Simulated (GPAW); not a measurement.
# Magnetic state of free-standing triangular Mo monolayer, spacing 2.603 A from several starts

Wanted: the moments of free-standing triangular Mo monolayer, spacing 2.603 A and the energy of each order that was tried.

Calculated with GPAW 26.7.0; revPBE; plane waves with GPAW's PAW setups, scalar-relativistic.

## 1. Set-up

The cell holds 1 atom: 1 Mo. Its edges and angles: a = 2.603 Å, b = 2.603 Å, c = 14.000 Å, α = 90.0°, β = 90.0°, γ = 120.0°. model lattice. Vacuum lies along c.

## 2. Order 1, typed as ferro +

The parallel start comes first: it fits the smallest cell, keeps the most symmetry and shows whether parallel moments form.

Contents of order1.py:

```python
import json
import numpy as np
from ase import Atoms
from ase.parallel import paropen, parprint
from gpaw import GPAW

atoms = Atoms(['Mo'],
    cell=[[2.603, 0.0, 0.0],
         [-1.3015, 2.254264, 0.0],
         [0.0, 0.0, 14.0]],
    scaled_positions=[[0.0, 0.0, 0.5]],
    pbc=True,
    magmoms=[1.0])
atoms.calc = GPAW(mode={'name': 'pw', 'ecut': 550},
    xc='revPBE',
    kpts={'size': (12, 12, 1), 'gamma': True},
    occupations={'name': 'fermi-dirac', 'width': 0.05},
    convergence={'density': 1e-05, 'energy': 1e-05},
    maxiter=200,
    symmetry={'tolerance': 1e-4},
    txt='order1.txt')
e = atoms.get_potential_energy(force_consistent=True)
res = {'free_energy': e, 'energy_sigma0': atoms.get_potential_energy(), 'fermi_energy': atoms.calc.get_fermi_level()}
res['moments'] = atoms.get_magnetic_moments().tolist()
res['total'] = atoms.get_magnetic_moment()
parprint('site moments (muB):', np.round(res['moments'], 3))
parprint(f"total moment: {res['total']:.3f} muB")
parprint(f'free energy: {e:.6f} eV')
atoms.calc.write('order1.gpw')
n = atoms.calc.get_pseudo_density()
up, down = (atoms.calc.get_pseudo_density(spin=i) for i in (0, 1))
np.savez('grids.npz', density=n, spin=up - down)
with paropen('results.json', 'w') as f:
    json.dump(res, f)
```

On the command line:

```sh
$ OMP_NUM_THREADS=1 python3 order1.py > order1.log
```

Numbers of over 12 decimals in the logs are rounded to 6 here.

Log:

```text
site moments (muB): [0.]
total moment: 0.000 muB
free energy: -8.527875 eV

--- order1.txt ---
Input parameters:
  mode=PW(ecut=550),
  convergence={'density': 1e-05, 'energy': 1e-05},
  kpts=MonkhorstPack(size=(12, 12, 1), gamma=True),
  maxiter=200,
  occupations=Occupations(name='fermi-dirac', width=0.05),
  symmetry=Symmetry(tolerance=0.0001),
  xc=XC(name='revPBE')

Diagonalizing LCAO Hamiltonian
Converting LCAO to pw mode

       Mo

Atoms  # Å, Bohr magnetons
|   | symbol |        x |        y |        z |    initial magnetic moments |
|---|--------|----------|----------|----------|-----------------------------|
| 0 |     Mo | 0.000000 | 0.000000 | 7.000000 | ( 0.0000,  0.0000,  1.0000) |

Unit cell  # Å
| periodic |         x |        y |         z |   lengths |     angles |
|----------|-----------|----------|-----------|-----------|------------|
|      yes |  2.603000 | 0.000000 |  0.000000 |  2.603000 |  90.000000 |
|      yes | -1.301500 | 2.254264 |  0.000000 |  2.603000 |  90.000000 |
|      yes |  0.000000 | 0.000000 | 14.000000 | 14.000000 | 120.000001 |

Number of symmetries: 24

BZ-sampling:
  Number of BZ points: 144
  Number of IBZ points: 19

  Monkhorst-Pack size: [12, 12, 1]
  Monkhorst-Pack shift: [0.041667, 0.041667, 0.0]

K-points  # in reciprocal-cell coordinates
|     |                                coordinates |     weight |
|-----|--------------------------------------------|------------|
|   0 | ( -0.00000000,  -0.00000000,   0.00000000) | 0.00694444 |
|   1 | (  0.08333333,  -0.00000000,   0.00000000) | 0.04166667 |
|   2 | (  0.16666667,  -0.08333333,   0.00000000) | 0.04166667 |
|   3 | (  0.16666667,  -0.00000000,   0.00000000) | 0.04166667 |
|   4 | (  0.25000000,  -0.08333333,   0.00000000) | 0.08333333 |
|   5 | (  0.25000000,  -0.00000000,   0.00000000) | 0.04166667 |
|   6 | (  0.33333333,  -0.16666667,   0.00000000) | 0.04166667 |
|   7 | (  0.33333333,  -0.08333333,   0.00000000) | 0.08333333 |
|   8 | (  0.33333333,  -0.00000000,   0.00000000) | 0.04166667 |
|   9 | (  0.33333333,   0.33333333,   0.00000000) | 0.01388889 |
| ... |                                            |            |
|  18 | (  0.50000000,   0.50000000,   0.00000000) | 0.02083333 |

Plane wave coefficients: 2435
Cutoff: 550.0 eV

Spin-components: 2 (collinear spins)
Bands:           13
Projectors:      6
Spin-degeneracy: 1
Datatype:        complex128

Parallelization:
  kpt:    1
  domain: 1
  band:   1

Density:
  Valence electrons: 14.0
  Components: 2
  Grid points: [15 15 80]
  Charge: 0.0  # |e|

Potential:
  Grid points: [15 15 80]

species:
  Mo:
    name:    Molybdenum
    Z:       42.0
    valence: 14
    core:    28
    charge:  0.0  # [|e|]
    compensation charges:
      type: gauss
      rc: 0.38  # [Å]
      lmax: 2
    cutoffs:
      filter: 2.16  # [Å]
      core: 1.42  # [Å]
    projectors
    | kind |    occ | energy [eV] | rcut [Å] |
    |------|--------|-------------|----------|
    |   4s |  2.000 |     -64.252 |    1.238 |
    |   5s |  1.000 |      -3.999 |    1.238 |
    |   4p |  6.000 |     -38.444 |    1.296 |
    |   5p |  0.000 |      -1.008 |    1.296 |
    |   4d |  5.000 |      -3.700 |    1.296 |
    |    d |        |      23.512 |    1.296 |

    Using partial waves for Mo as LCAO basis

Reference energy: -110139.510921  # eV

eigensolver:
  PPCG
  Converge bands: occupied
  niter=2

density mixing:
  MSR1-Mixer
  Pratt-step length: 0.05
  Maximum mixing coefficient: 0.75
  Old densities: 10
  SVD Regularization: 0.005
  Good broyden scale: 1.0
  Trust region scale: 1.0
  Backstep threshold: 4.0
  History deletion threshold: 6.0
  Fourier metric: weight=20.0, sigma=0.015

occupation numbers:
  Fermi-Dirac:
    width: 0.0500  # eV

poisson solver:
  ecut: 4400.0  # eV

xc functional:
  name: revPBE with 2 nearest neighbor stencil

convergence criteria:
- Maximum integral of absolute [dens]ity change: 1e-05 electrons / valence electron
- Maximum [total energy] change in last 3 cyles: 1e-05 eV / valence electron
- Maximum integral of absolute [eigenst]ate change: 4e-08 eV^2 / valence electron
maximum number of iterations: 200

SCF iterations
|iter     |      energy | eigst |  dens |  magmom |
|---------|-------------|-------|-------|---------|
|iter:   1|       0s |   -9.041340 | +0.44 |       |  +0.9879|
|iter:   2|       1s |   -8.923398 | -1.00 | -0.85 |  +0.9543|
|iter:   3|       2s |   -8.502213 | -1.07 | -0.89 |  +0.4937|
|iter:   4|       2s |   -8.511959 | -2.09 | -1.37 |  +0.2754|
|iter:   5|       3s |   -8.522868 | -3.23 | -1.68 |  +0.1160|
|iter:   6|       4s |   -8.525600 | -3.77 | -2.05 |  +0.0121|
|iter:   7|       4s |   -8.525688 | -4.80 | -2.80 |  +0.0139|
|iter:   8|       5s |   -8.525806 | -4.87 | -3.05 |  -0.0007|
|iter:   9|       6s |   -8.525805c| -6.13 | -3.63 |  +0.0001|
|iter:  10|       7s |   -8.525805c| -6.74 | -4.18 |  -0.0002|
|iter:  11|       7s |   -8.525805c| -7.67c| -4.78 |  -0.0000|
|iter:  12|       7s |   -8.525805c| -8.10c| -5.32c|  +0.0000|

Converged in 12 steps
Energy contributions relative to reference atoms: (reference = -110139.510921)

Energy contributions:
  Kinetic:         -13.828501
  Coulomb:           9.455315
  Zero:             -0.372702
  External:          0.000000
  Xc:               -3.777848
  Entropy:          -0.004139
  Spinorbit:         0.000000
  ----------------------------
  Free energy:      -8.527875
  Extrapolated:     -8.525805

dipole moment: (-4.843419, -8.389047, 0.000002)  # |e|*Ang

Total magnetic moment: (0.000000, 0.000000, 0.000002)

Local magnetic moments
|        x |        y |        z |
|----------|----------|----------|
| 0.000000 | 0.000000 | 0.000006 |  # Mo   0

Fermi level: -1.436
Eigenvalues  # (at kpt = [-0.000, -0.000, 0.000])
| band index |      eig [eV] | occ [0-1] |      eig [eV] | occ [0-1] |
|------------|---------------|-----------|---------------|-----------|
|          0 |       -62.503 |     1.000 |       -62.503 |     1.000 |
|          1 |       -36.722 |     1.000 |       -36.722 |     1.000 |
|          2 |       -35.430 |     1.000 |       -35.430 |     1.000 |
|          3 |       -35.430 |     1.000 |       -35.430 |     1.000 |
|          4 |        -6.451 |     1.000 |        -6.451 |     1.000 |
|          5 |        -3.314 |     1.000 |        -3.314 |     1.000 |
|          6 |        -1.902 |     1.000 |        -1.902 |     1.000 |
|          7 |        -1.902 |     1.000 |        -1.902 |     1.000 |
|          8 |        -0.876 |     0.000 |        -0.876 |     0.000 |
|          9 |         1.655 |     0.000 |         1.655 |     0.000 |
|         10 |         1.655 |     0.000 |         1.655 |     0.000 |
|         11 |         3.111 |     0.000 |         3.111 |     0.000 |
|         12 |         3.951 |     0.000 |         3.951 |     0.000 |

No gap
No difference between direct/indirect transitions
```

Wall time 11 s (1 MPI rank of AMD EPYC 9R45, shared host); peak memory 0.19 GiB.

This step gave:

* final state: non-magnetic

After 12 cycles the seed has died away: no moment is left.

## 3. Order 2, typed as antiferro q=(0,1/2,0) +-

Reversing part of the moments tests the sign of the couplings between them.

The cell is doubled to 2 atoms to hold this order. Its mesh is chosen so that both cells sample the same points.

order2.py is the script of step 2 with these lines changed:

```diff
@@ -6,12 +6,13 @@
 
-atoms = Atoms(['Mo'],
+atoms = Atoms(['Mo', 'Mo'],
     cell=[[2.603, 0.0, 0.0],
-         [-1.3015, 2.254264, 0.0],
+         [-2.603, 4.508528, 0.0],
          [0.0, 0.0, 14.0]],
-    scaled_positions=[[0.0, 0.0, 0.5]],
+    scaled_positions=[[0.0, 0.0, 0.5],
+         [0.0, 0.5, 0.5]],
     pbc=True,
-    magmoms=[1.0])
+    magmoms=[1.0, -1.0])
 atoms.calc = GPAW(mode={'name': 'pw', 'ecut': 550},
     xc='revPBE',
-    kpts={'size': (12, 12, 1), 'gamma': True},
+    kpts={'size': (12, 6, 1), 'gamma': True},
     occupations={'name': 'fermi-dirac', 'width': 0.05},
@@ -20,3 +21,3 @@
     symmetry={'tolerance': 1e-4},
-    txt='order1.txt')
+    txt='order2.txt')
 e = atoms.get_potential_energy(force_consistent=True)
@@ -28,3 +29,3 @@
 parprint(f'free energy: {e:.6f} eV')
-atoms.calc.write('order1.gpw')
+atoms.calc.write('order2.gpw')
 n = atoms.calc.get_pseudo_density()
```

On the command line:

```sh
$ OMP_NUM_THREADS=1 python3 order2.py > order2.log
```

Log:

```text
site moments (muB): [ 0. -0.]
total moment: -0.000 muB
free energy: -17.055738 eV

--- order2.txt ---
Input parameters:
  mode=PW(ecut=550),
  convergence={'density': 1e-05, 'energy': 1e-05},
  kpts=MonkhorstPack(size=(12, 6, 1), gamma=True),
  maxiter=200,
  occupations=Occupations(name='fermi-dirac', width=0.05),
  symmetry=Symmetry(tolerance=0.0001),
  xc=XC(name='revPBE')

Diagonalizing LCAO Hamiltonian
Converting LCAO to pw mode

         Mo
          Mo

Atoms  # Å, Bohr magnetons
|   | symbol |         x |        y |        z |    initial magnetic moments |
|---|--------|-----------|----------|----------|-----------------------------|
| 0 |     Mo |  0.000000 | 0.000000 | 7.000000 | ( 0.0000,  0.0000,  1.0000) |
| 1 |     Mo | -1.301500 | 2.254264 | 7.000000 | ( 0.0000,  0.0000, -1.0000) |

Unit cell  # Å
| periodic |         x |        y |         z |   lengths |     angles |
|----------|-----------|----------|-----------|-----------|------------|
|      yes |  2.603000 | 0.000000 |  0.000000 |  2.603000 |  90.000000 |
|      yes | -2.603000 | 4.508528 |  0.000000 |  5.206000 |  90.000000 |
|      yes |  0.000000 | 0.000000 | 14.000000 | 14.000000 | 120.000001 |

Number of symmetries: 4

BZ-sampling:
  Number of BZ points: 72
  Number of IBZ points: 38

  Monkhorst-Pack size: [12, 6, 1]
  Monkhorst-Pack shift: [0.041667, 0.083333, 0.0]

Plane wave coefficients: 4857
Cutoff: 550.0 eV

Spin-components: 2 (collinear spins)
Bands:           21
Projectors:      12
Spin-degeneracy: 1
Datatype:        complex128

Parallelization:
  kpt:    1
  domain: 1
  band:   1

Density:
  Valence electrons: 28.0
  Components: 2
  Grid points: [15 30 80]
  Charge: 0.0  # |e|

Potential:
  Grid points: [15 30 80]

[... setups left out ...]
Reference energy: -220279.021842  # eV

eigensolver:
  PPCG
  Converge bands: occupied
  niter=2

density mixing:
  MSR1-Mixer
  Pratt-step length: 0.05
  Maximum mixing coefficient: 0.75
  Old densities: 10
  SVD Regularization: 0.005
  Good broyden scale: 1.0
  Trust region scale: 1.0
  Backstep threshold: 4.0
  History deletion threshold: 6.0
  Fourier metric: weight=20.0, sigma=0.015

occupation numbers:
  Fermi-Dirac:
    width: 0.0500  # eV

poisson solver:
  ecut: 4400.0  # eV

xc functional:
  name: revPBE with 2 nearest neighbor stencil

convergence criteria:
- Maximum integral of absolute [dens]ity change: 1e-05 electrons / valence electron
- Maximum [total energy] change in last 3 cyles: 1e-05 eV / valence electron
- Maximum integral of absolute [eigenst]ate change: 4e-08 eV^2 / valence electron
maximum number of iterations: 200

SCF iterations
|iter     |      energy | eigst |  dens |  magmom |
|---------|-------------|-------|-------|---------|
|iter:   1|       0s |  -18.294330 | +0.48 |       |  +0.0000|
|iter:   2|       5s |  -18.038043 | -1.29 | -0.96 |  +0.0000|
|iter:   3|      10s |  -17.015194 | -0.87 | -1.01 |  +0.0000|
|iter:   4|      14s |  -17.034886 | -2.28 | -1.71 |  +0.0000|
|iter:   5|      19s |  -17.045811 | -2.90 | -1.93 |  -0.0000|
|iter:   6|      24s |  -17.046475 | -3.92 | -2.29 |  -0.0000|
|iter:   7|      29s |  -17.049035 | -3.77 | -2.44 |  +0.0000|
|iter:   8|      34s |  -17.050692 | -3.72 | -2.65 |  -0.0000|
|iter:   9|      39s |  -17.051369 | -3.97 | -2.92 |  +0.0000|
|iter:  10|      44s |  -17.051571 | -4.33 | -3.28 |  -0.0000|
|iter:  11|      49s |  -17.051596c| -5.09 | -3.72 |  +0.0000|
|iter:  12|      53s |  -17.051599c| -6.18 | -4.12 |  -0.0000|
|iter:  13|      58s |  -17.051599c| -6.89 | -3.93 |  -0.0000|
|iter:  14|      63s |  -17.051599c| -7.10 | -4.65 |  -0.0000|
|iter:  15|      65s |  -17.051599c| -7.83c| -5.21c|  -0.0000|

Converged in 15 steps
Energy contributions relative to reference atoms: (reference = -220279.021842)

Energy contributions:
  Kinetic:         -27.658062
  Coulomb:          18.911629
  Zero:             -0.745385
  External:          0.000000
  Xc:               -7.555643
  Entropy:          -0.008278
  Spinorbit:         0.000000
  ----------------------------
  Free energy:     -17.055738
  Extrapolated:    -17.051599

dipole moment: (-9.686838, -16.778094, 0.000003)  # |e|*Ang

Total magnetic moment: (0.000000, 0.000000, -0.000000)

Local magnetic moments
|        x |        y |         z |
|----------|----------|-----------|
| 0.000000 | 0.000000 |  0.000059 |  # Mo   0
| 0.000000 | 0.000000 | -0.000058 |  # Mo   1

Fermi level: -1.436
Eigenvalues  # (at kpt = [-0.000, 0.000, 0.000])
| band index |      eig [eV] | occ [0-1] |      eig [eV] | occ [0-1] |
|------------|---------------|-----------|---------------|-----------|
|          0 |       -62.503 |     1.000 |       -62.503 |     1.000 |
|        ... |               |           |               |           |
|          6 |       -35.430 |     1.000 |       -35.430 |     1.000 |
|          7 |       -35.430 |     1.000 |       -35.430 |     1.000 |
|          8 |        -6.451 |     1.000 |        -6.451 |     1.000 |
|          9 |        -6.042 |     1.000 |        -6.042 |     1.000 |
|         10 |        -4.440 |     1.000 |        -4.440 |     1.000 |
|         11 |        -3.314 |     1.000 |        -3.314 |     1.000 |
|         12 |        -1.902 |     1.000 |        -1.902 |     1.000 |
|         13 |        -1.902 |     1.000 |        -1.902 |     1.000 |
|         14 |        -0.876 |     0.000 |        -0.876 |     0.000 |
|         15 |        -0.295 |     0.000 |        -0.295 |     0.000 |
|         16 |         0.429 |     0.000 |         0.429 |     0.000 |
|         17 |         1.655 |     0.000 |         1.655 |     0.000 |
|         18 |         1.655 |     0.000 |         1.655 |     0.000 |
|         19 |         2.830 |     0.000 |         2.830 |     0.000 |
|         20 |         3.111 |     0.000 |         3.111 |     0.000 |

No gap
No difference between direct/indirect transitions
```

It took 75 s on 1 MPI rank; peak memory 0.38 GiB.

Numbers from this step:

- final state: non-magnetic

It ends in the same state without moments as the first start; the 0.0059 meV between them is numerical noise.

## 4. Order 3, typed as no spin polarisation

This run holds no moments, which gives a state to set the others against.

Contents of nospin.py:

```python
import json
import numpy as np
from ase import Atoms
from ase.parallel import paropen, parprint
from gpaw import GPAW

atoms = Atoms(['Mo'],
    cell=[[2.603, 0.0, 0.0],
         [-1.3015, 2.254264, 0.0],
         [0.0, 0.0, 14.0]],
    scaled_positions=[[0.0, 0.0, 0.5]],
    pbc=True)
atoms.calc = GPAW(mode={'name': 'pw', 'ecut': 550},
    xc='revPBE',
    kpts={'size': (12, 12, 1), 'gamma': True},
    occupations={'name': 'fermi-dirac', 'width': 0.05},
    convergence={'density': 1e-05, 'energy': 1e-05},
    maxiter=200,
    symmetry={'tolerance': 1e-4},
    txt='nospin.txt')
e = atoms.get_potential_energy(force_consistent=True)
res = {'free_energy': e, 'energy_sigma0': atoms.get_potential_energy(), 'fermi_energy': atoms.calc.get_fermi_level()}
parprint(f'free energy: {e:.6f} eV')
atoms.calc.write('nospin.gpw')
with paropen('results.json', 'w') as f:
    json.dump(res, f)
```

On the command line:

```sh
$ OMP_NUM_THREADS=1 python3 nospin.py > nospin.log
```

Log:

```text
free energy: -8.527875 eV

--- nospin.txt ---
Input parameters:
  mode=PW(ecut=550),
  convergence={'density': 1e-05, 'energy': 1e-05},
  kpts=MonkhorstPack(size=(12, 12, 1), gamma=True),
  maxiter=200,
  occupations=Occupations(name='fermi-dirac', width=0.05),
  symmetry=Symmetry(tolerance=0.0001),
  xc=XC(name='revPBE')

Diagonalizing LCAO Hamiltonian
Converting LCAO to pw mode

       Mo

Atoms  # Å, Bohr magnetons
[...]
|------------|---------------|-----------|
|          0 |       -62.503 |     2.000 |
|          1 |       -36.722 |     2.000 |
|          2 |       -35.430 |     2.000 |
|          3 |       -35.430 |     2.000 |
|          4 |        -6.451 |     2.000 |
[...]
|          9 |         1.655 |     0.000 |
|         10 |         1.655 |     0.000 |
|         11 |         3.111 |     0.000 |
|         12 |         3.951 |     0.000 |

No gap
No difference between direct/indirect transitions


[key lines of the parts left out:]
Free energy:      -8.527875
Converged in 10 steps
dipole moment: (-4.843418, -8.389045, 0.000002)  # |e|*Ang
Fermi level: -1.436
```

Run time: 6.6 s. Hardware: 1 MPI rank; peak memory 0.16 GiB.

This step gave:

```
final state : non-magnetic (no spin polarisation)
```

It ends in the same state without moments as the first start; the 9.7e-8 meV between them is numerical noise.

## 5. Ranking

These are free energies at a smearing of 0.05 eV, so its entropy term is in the differences. They are divided by the number of seeded atoms, so that cells of unlike size compare. Wavevectors q in the names are fractions of the reciprocal vectors of the first run's cell.

Orders:

```csv
start,final state,typed order kept,energy over the lowest (meV a seeded atom),largest site moment (μB),net moment (μB a primitive cell),mesh matched,CPU time (s)
ferro +,non-magnetic,no,0,0,0,yes,10.78
"antiferro q=(0,1/2,0) +-",non-magnetic,no,0.005907,5.85e-5,0,yes,74.56
no spin polarisation,non-magnetic,-,0,0,0,yes,6.49
```

## 6. What came out

- lowest state found: non-magnetic (typed ferro +)
- largest site moment: 0 μB

The lowest state carries no moment above 0.15 μB, and no start kept one. Only 3 starts are shown; other collinear patterns, canted and longer-period orders are not.

[Logs and program files are shortened in this print: banners, set-up blocks, solver, clock and traceback lines can be left out without a mark of their own.]

[Logs are printed without paths, hosts, clocks, repeated set-up lines and the standing remarks that a program may print on its own settings, such as how far it seeks lower states.]

[Hosts, paths, dates, database ids (printed as entryN), source tags and the programs' standing remarks are cut or masked in the printed files.]

[Where a cell is said to come from a database of computed structures, the database is the Materials Project.]
